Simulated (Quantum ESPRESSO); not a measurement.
# Dipole at the next field: honeycomb PAs, 1 layer

How the rows were computed: Quantum ESPRESSO 7.5, RPBE, GBRV ultrasoft, PBE files; sawtooth field along the normal with dipole correction, ions clamped, threshold 1e-9 Ry; cell area 10.332 Å².

```tsv
field (V/Å)	dipole (e Å a cell)
0	−0.02986
0.1	−0.00779
0.2	0.01432
```

To predict: What is the dipole at −0.2 V/Å, and what electrostatic thickness 4πα/A follows from the rows?

By hand: The slope is (0.01432 − (−0.02986))/0.2 = 0.2209 e Å²/V, so 4πα/A = 180.95 × 0.2209/10.332 = 3.87 Å. Linear response gives p = −0.02986 + 0.2209 × (−0.2) = −0.07404 e Å; a parabola through the three rows gives −0.07388.

**Check.** p = −0.07387 e Å. The line misses by 0.4 % of the induced dipole and the parabola by 0.0 %. The response is linear over this range.

Caveats: Electrons alone respond; local and semilocal functionals tend to overscreen.

[Logs are printed without paths, hosts, clocks, repeated set-up lines and the standing remarks that a program may print on its own settings, such as how far it seeks lower states.]
